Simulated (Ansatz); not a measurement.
# How many bands does the GW gap of Na3WO4Cl (P4/nmm) need?, part 2 of 2

Wanted: a G0W0 gap for Na3WO4Cl (P4/nmm) that is converged in bands and cutoff, or an estimate of the limit.

Ansatz 0.2.0; G0W0 on PBE, plane waves, PAW; PAW set soft_1. Known limits of the many-body steps: not at the basis limit; no spin-orbit coupling; coarse k mesh.

So far. Step 4 (1019 empty bands, screening to 130 eV): Against the run with 2×2×4 mesh, 473 empty bands, screening to 78 eV, PAW set soft_1 files, the gap moves by +0.10 eV.

**5. Changing the k mesh: 2×2×2 mesh, 473 empty bands, screening to 78 eV, PAW set soft_1 files**

Only the mesh changes. It samples the long-range screening, which converges on its own terms. Bands and cutoff differ from the step before, so it is read against an earlier run that matches them.

input.yaml

```yaml
crystal:
  lattice:
    - [7.5181, 0.0, 0.0]
    - [0.0, 7.5181, 0.0]
    - [0.0, 0.0, 5.36]
  atoms:
    - { symbol: Na, position: [0.5, 0.0, 0.3583961323] }
    - { symbol: Na, position: [0.0, 0.5, 0.6416038677] }
    - { symbol: Na, position: [0.75, 0.25, 0.0] }
    - { symbol: Na, position: [0.25, 0.25, 0.0] }
    - { symbol: Na, position: [0.25, 0.75, 0.0] }
    - { symbol: Na, position: [0.75, 0.75, 0.0] }
    - { symbol: W, position: [0.0, 0.0, 0.5] }
    - { symbol: W, position: [0.5, 0.5, 0.5] }
    - { symbol: Cl, position: [0.5, 0.0, 0.842004016] }
    - { symbol: Cl, position: [0.0, 0.5, 0.157995984] }
    - { symbol: O, position: [0.8093847799, 0.0, 0.2988767308] }
    - { symbol: O, position: [0.5, 0.3093847799, 0.2988767308] }
    - { symbol: O, position: [0.1906152201, 0.0, 0.2988767308] }
    - { symbol: O, position: [0.5, 0.6906152201, 0.2988767308] }
    - { symbol: O, position: [0.3093847799, 0.5, 0.7011232692] }
    - { symbol: O, position: [0.0, 0.1906152201, 0.7011232692] }
    - { symbol: O, position: [0.6906152201, 0.5, 0.7011232692] }
    - { symbol: O, position: [0.0, 0.8093847799, 0.7011232692] }
kpoints:
  mp_grid: { grid: [2, 2, 2] }
hamiltonian:
  xc: pbe
  pseudopotentials: { kind: paw, azcp: { folder: soft_1 } }
scf:
  occupations: { method: fixed }
gw:
  n_empty_bands: 473
  ecut_chi: 78
  qp_bands: [v4, c4]
  qp_kpoints: band_edges
  screening: { model: contour_deformation }
```

Run with:

```sh
$ ansatz run input.yaml --threads 2 --pin off --max-ram 92160MiB --backend cuda --events-out ev --progress --plain --runs-dir out --devices 1 --max-vram 13GiB
```

Numbers of over 12 decimals in the logs are rounded to 6 here.

Output:

```text
GPUs: using 1 of 1 available (devices: 1).
[...]
GPU FFT provider: cuFFT
GPU libraries: cuBLAS 13.8.2, cuFFT 12.4.0, cuSOLVER 12.3.4
Crystal: 18 atoms, lattice volume = 302.957 Å³
Basis set: ecut = 420 eV, 5929 PW (Γ)
Bands: 90, of which v1, the nominal top of the filled ones, is band 72 counted from 1 (71 counted from 0)
Symmetry: 16 space group operations
[...]
k-points: 6 of 8
[...]
0    76      8.0222   -13.2235    -3.4392   -18.3839  0.8217     9.7711     9.7433  root
[...]
5    73      7.8643   -15.9723    -3.4655   -21.4656  0.8056     9.9349     9.8921  root
     5    74      7.8643   -15.9723    -3.4655   -21.4656  0.8056     9.9349     9.8921  root
     5    75      8.1518   -16.5298    -3.3954   -22.0337  0.8022    10.3071    10.2604  root
     5    76      8.1518   -16.5298    -3.3954   -22.0337  0.8022    10.3071    10.2604  root
[key lines of the parts left out:]
SCF converged after 10 iterations
Free energy (F): -36407.002986 eV
Fermi energy:    2.481616 eV
```

It took 48 s on 1 × NVIDIA H100 80GB HBM3 (shared by 6 runs) with 2 threads of AMD EPYC 7R13 (Zen 3), shared host; peak memory 1.7 GiB; 75 s of CPU time.

This step gave:

```
bands summed                                 : 545
RPA ε∞ on this mesh (eigenvalues)            : 2.471, 2.471, 2.486
plane waves in the screening matrix          : 487
G0W0 gap on the mesh                         : 6.738 eV
k of the valence top                         : -0.5, -0.5, -0.5
k of the conduction bottom                   : 0, 0, 0
starting gap on the mesh                     : 4.665 eV
least direct G0W0 gap on the computed points : 6.749 eV
```

Against the run with 2×2×4 mesh, 473 empty bands, screening to 78 eV, PAW set soft_1 files, the gap moves by +0.009 eV.

**6. Changing the frequency model: 2×2×4 mesh, 1019 empty bands, screening to 130 eV, plasmon pole, PAW set soft_1 files**

A plasmon pole stands in for the full frequency dependence of the screening; this run shows what that costs in accuracy. Bands and cutoff differ from the step before, so it is read against an earlier run that matches them.

input.yaml, as its differences from that of step 5:

```diff
@@ -25,3 +25,3 @@
 kpoints:
-  mp_grid: { grid: [2, 2, 2] }
+  mp_grid: { grid: [2, 2, 4] }
 hamiltonian:
@@ -32,6 +32,6 @@
 gw:
-  n_empty_bands: 473
-  ecut_chi: 78
+  n_empty_bands: 1019
+  ecut_chi: 130.0
   qp_bands: [v4, c4]
   qp_kpoints: band_edges
-  screening: { model: contour_deformation }
+  screening: { model: godby_needs }
```

Output:

```text
GPUs: using 1 of 1 available (devices: 1).
[...]
GPU FFT provider: cuFFT
GPU libraries: cuBLAS 13.8.2, cuFFT 12.4.0, cuSOLVER 12.3.4
Crystal: 18 atoms, lattice volume = 302.957 Å³
Basis set: ecut = 420 eV, 5929 PW (Γ)
Bands: 90, of which v1, the nominal top of the filled ones, is band 72 counted from 1 (71 counted from 0)
Symmetry: 16 space group operations
[...]
k-points: 9 of 16
[...]
0    76      8.0221   -13.2297    -3.5518   -18.3849  0.8350     9.6353     9.6256  root
[...]
8    73      7.8641   -15.9835    -3.5845   -21.4658  0.8209     9.7753     9.7619  root
     8    74      7.8641   -15.9835    -3.5845   -21.4658  0.8209     9.7753     9.7619  root
     8    75      8.1517   -16.5383    -3.5180   -22.0337  0.8175    10.1435    10.1293  root
     8    76      8.1517   -16.5383    -3.5180   -22.0337  0.8175    10.1435    10.1293  root
[key lines of the parts left out:]
SCF converged after 10 iterations
Free energy (F): -36407.006981 eV
Fermi energy:    2.481108 eV
```

Run time: 1.8 min. Hardware: 1 × NVIDIA H100 80GB HBM3 (shared by 6 runs) with 2 threads; peak memory 5 GiB.

This step gave:

| Quantity | Value |
| --- | --- |
| bands summed | 1091 |
| plasmon-pole fit frequency | 25.60 eV |
| RPA ε∞ on this mesh (eigenvalues) | 2.467, 2.467, 2.471 |
| plane waves in the screening matrix | 1001 |
| G0W0 gap on the mesh | 6.826 eV |
| k of the valence top | -0.5, -0.5, -0.5 |
| k of the conduction bottom | 0, 0, 0 |
| starting gap on the mesh | 4.665 eV |
| least direct G0W0 gap on the computed points | 6.835 eV |

Against the run with 2×2×4 mesh, 1019 empty bands, screening to 130 eV, PAW set soft_1 files, the gap moves by −0.008 eV.

**7. Changing the files and raising the bands: 2×2×4 mesh, 1511 empty bands, screening to 169 eV, hard PAW files**

Other atomic data (hard PAW) test the pseudisation: the cutoff goes from 420 to 930 eV and the valence electrons from 144 to 172, which opens shells that were frozen. Bands and screening cutoff change too, so the step is no clean test of the files.

This step: G0W0 on PBE, plane waves, PAW.

input.yaml, as its differences from that of step 6:

```diff
@@ -28,3 +28,3 @@
   xc: pbe
-  pseudopotentials: { kind: paw, azcp: { folder: soft_1 } }
+  pseudopotentials: { kind: paw, source: ansatz }
 scf:
@@ -32,6 +32,6 @@
 gw:
-  n_empty_bands: 1019
-  ecut_chi: 130.0
+  n_empty_bands: 1511
+  ecut_chi: 169.0
   qp_bands: [v4, c4]
   qp_kpoints: band_edges
-  screening: { model: godby_needs }
+  screening: { model: contour_deformation }
```

Output:

```text
GPUs: using 1 of 1 available (devices: 1).
[...]
GPU FFT provider: cuFFT
GPU libraries: cuBLAS 13.8.2, cuFFT 12.4.0, cuSOLVER 12.3.4
Crystal: 18 atoms, lattice volume = 302.957 Å³
Basis set: ecut = 930 eV, 19535 PW (Γ)
Bands: 104, of which v1, the nominal top of the filled ones, is band 86 counted from 1 (85 counted from 0)
Symmetry: 16 space group operations
[...]
k-points: 9 of 16
[...]
0    90      8.5057   -13.1948    -3.7912   -18.3519  0.8162     9.8883     9.8716  root
[...]
8    87      8.3462   -15.9590    -3.8982   -21.4475  0.7984     9.9614     9.9365  root
     8    88      8.3462   -15.9590    -3.8982   -21.4475  0.7984     9.9614     9.9365  root
     8    89      8.6347   -16.5107    -3.8514   -22.0129  0.7947    10.3123    10.2853  root
     8    90      8.6347   -16.5107    -3.8514   -22.0129  0.7947    10.3123    10.2853  root
[key lines of the parts left out:]
SCF converged after 10 iterations
Free energy (F): -51397.361349 eV
Fermi energy:    2.966997 eV
```

Wall time 3.4 min (1 × NVIDIA H100 80GB HBM3 (shared by 6 runs) with 2 threads); peak memory 9.6 GiB; 5.3 min of CPU time.

Numbers from this step:

* bands summed: 1597
* RPA ε∞ on this mesh (eigenvalues): 2.470, 2.470, 2.474
* plane waves in the screening matrix: 1515
* G0W0 gap on the mesh: 6.919 eV
* k of the valence top: -0.5, -0.5, -0.5
* k of the conduction bottom: 0, 0, 0
* starting gap on the mesh: 4.665 eV
* least direct G0W0 gap on the computed points: 6.933 eV

Against the run with 2×2×4 mesh, 1019 empty bands, screening to 130 eV, PAW set soft_1 files, the gap moves by +0.09 eV.

**8. Side by side**

Times are wall times on 1 × NVIDIA H100 80GB HBM3 (shared by 6 runs) with 2 threads of AMD EPYC 7R13 (Zen 3), shared host, good to a factor of about two.

| mesh | files | frequency | bands summed | cutoff (eV) | start (eV) | G0W0 (eV) | time | host memory (GiB) |
| --- | --- | --- | --- | --- | --- | --- | --- | --- |
| 2×2×4 | PAW set soft_1 | contour deformation | 239 | 39 | 4.665 | 6.848 | 40 s | 1.4 |
| 2×2×4 | PAW set soft_1 | contour deformation | 545 | 78 | 4.665 | 6.729 | 92 s | 2.0 |
| 2×2×4 | PAW set soft_1 | contour deformation | 1091 | 130 | 4.665 | 6.834 | 4.6 min | 3.4 |
| 2×2×2 | PAW set soft_1 | contour deformation | 545 | 78 | 4.665 | 6.738 | 48 s | 1.7 |
| 2×2×4 | PAW set soft_1 | plasmon pole | 1091 | 130 | 4.665 | 6.826 | 1.8 min | 5.0 |
| 2×2×4 | hard PAW | contour deformation | 1597 | 169 | 4.665 | 6.919 | 3.4 min | 9.6 |

How the two edges are built up, in eV (the quasiparticle level is the starting level plus Σx plus Σc less Vxc):

```csv
run,edge,start,Σx,Σc,Vxc,Z,QP
239 bands,valence top,2.48,-25.40,4.35,-20.12,0.77,1.55
239 bands,conduction bottom,7.15,-7.52,-3.03,-11.80,0.85,8.39
545 bands,valence top,2.48,-25.40,4.28,-20.12,0.76,1.47
545 bands,conduction bottom,7.15,-7.52,-3.22,-11.80,0.85,8.20
1091 bands,valence top,2.48,-25.40,4.08,-20.12,0.76,1.27
1091 bands,conduction bottom,7.15,-7.52,-3.32,-11.80,0.85,8.11
```

**9. Outcome**

| Item | Value |
| --- | --- |
| 239 bands, 39 eV | 6.848 eV |
| 545 bands, 78 eV | 6.729 eV |
| 1091 bands, 130 eV | 6.834 eV |
| mesh and start | 2×2×4, PBE |

From 239 to 1091 bands the gap moves by −0.01 eV while the time grows 6.9-fold. Σc changes by −0.27 eV at the valence top and −0.29 eV at the conduction bottom, so the levels themselves move more than the gap between them. The gap turns back along the series, so no limit is drawn from it. On the 2×2×2 mesh in place of 2×2×4 the gap differs by +0.01 eV, of which −0.0003 eV is already in the start. The plasmon-pole model gives −0.01 eV against contour deformation, 0 % of the correction. With hard PAW files and 1597 bands the gap is 6.92 eV. The 2×2×4 mesh is coarse for this cell (its supercell is 15 Å along the shortest edge). The RPA ε∞ on it, from the PBE start, is 2.47; such meshes misread the long-range screening, most where the gap is narrow. The many-body steps are scalar-relativistic: spin-orbit coupling is not in them.

[Paths, hosts, dates, memory and timing lines, banners, echoed tables and standing remarks are left out of the program output.]

[Logs are printed without paths, hosts, clocks, repeated set-up lines and the standing remarks that a program may print on its own settings, such as how far it seeks lower states.]

[Runs of the session that timed out or met a known fault of the program may be left out.]

[Cells called generated may have been cut or substituted from an entry of the Crystallography Open Database or the Materials Project.]

[Hosts, paths, dates, database ids (printed as entryN), source tags and the programs' standing remarks are cut or masked in the printed files.]
